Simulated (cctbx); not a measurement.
**Diagnosing a refinement**

Cell a = 4.2610 Å, b = 4.2610 Å, c = 9.6520 Å, α = 90.00°, β = 90.00°, γ = 90.00°; space group I4mm (no. 107).

The data are simulated with cctbx, not measured: Ag Kα, λ = 0.56087 Å, to d = 0.65 Å, 70 % of the full sphere, strongest reflection 70000 counts, noise from counting, a 6 % proportional error and a noise floor of 2 counts (s.d.); no absorption, and some extinction, which the refinements don't model.

An anisotropic refinement with weights 1/σ² prints:

```text
Rint 0.044, 231 unique reflections to 0.65 A
cycle     R1     wR2    GooF  max shift (A)
   1  0.0299  0.0754   2.275   0.00283
   2  0.0186  0.0412   1.242   0.00000
final R1 0.0186 wR2 0.0412 GooF 1.242  parameters 13  data/parameter 17.8
atom        x        y        z      Ueq    occ   su(xyz)  su(Uiso or U11)
Ir1    0.00000  0.00000  0.34322   0.0063  1.000  0.00003  0.0001
Sb1    0.00000  0.00000 -0.00094   0.0117  1.000  0.00008  0.0003
Ge1    0.50000  0.50000  0.07719   0.0100  1.000  0.00016  0.0004
Ge2    0.00000  0.50000  0.24099   0.0077  1.000  0.00010  0.0004
difference map: max 1.63 min -3.26 rms 0.36
Q1    0.0000  0.5000  0.4543    4    1.64  2.06 A from Ge2
Q2    0.0000  0.0000  0.2769    2    1.40  0.64 A from Ir1
Q3    0.0000  0.0000  0.8415    2    1.30  1.52 A from Sb1
Q4    0.0000  0.0000  0.0766    2    0.97  0.75 A from Sb1
Q5    0.1618  0.1618  0.0300    8    0.66  1.02 A from Sb1
Q6    0.1512  0.1512  0.9626    8    0.65  0.98 A from Sb1
```

Q: Accept it or mend it, and why?

Mend it. The fault: wrong element: Sb1 is Cd. Against the right model at the same level, R1 goes from 0.0151 to 0.0186 and GooF from 1.03 to 1.24 and a hole of -3.3 e/Å³ opens. Sb1 has 3 electrons too many and its U swells to shed them, as expected. The signs are weak, and the output alone doesn't single this fault out.

The compound is CdGe3Ir. The right model at the same level gives:

```text
Rint 0.044, 231 unique reflections to 0.65 A
cycle     R1     wR2    GooF  max shift (A)
   1  0.0195  0.0529   1.597   0.00292
   2  0.0151  0.0343   1.034   0.00000
final R1 0.0151 wR2 0.0343 GooF 1.034  parameters 13  data/parameter 17.8
atom        x        y        z      Ueq    occ   su(xyz)  su(Uiso or U11)
Ir1    0.00000  0.00000  0.34323   0.0065  1.000  0.00003  0.0001
Cd1    0.00000  0.00000 -0.00093   0.0094  1.000  0.00007  0.0002
Ge1    0.50000  0.50000  0.07718   0.0103  1.000  0.00013  0.0003
Ge2    0.00000  0.50000  0.24094   0.0079  1.000  0.00009  0.0003
Flack x: 0.019(14)
Hooft y: 0.016(15)  Bijvoet pairs: 107
difference map: max 0.96 min -1.27 rms 0.26
Q1    0.0000  0.0000  0.0610    2    0.99  0.60 A from Cd1
Q2    0.0000  0.5000  0.5304    4    0.84  2.03 A from Ge2
Q3    0.0714  0.0714  0.8341    8    0.77  1.65 A from Cd1
Q4    0.0000  0.0000  0.2829    2    0.75  0.58 A from Ir1
Q5    0.1114  0.2936  0.8448   16    0.62  1.42 A from Ge2
Q6    0.0000  0.5000  0.4570    4    0.61  2.09 A from Ge2
```

The model is made up (kin elements in a known structure type, no relaxation), so it says nothing on whether the phase exists.

[Middle refinement cycles are left out of these outputs.]

[Logs are printed without paths, hosts, clocks, repeated set-up lines and the standing remarks that a program may print on its own settings, such as how far it seeks lower states.]
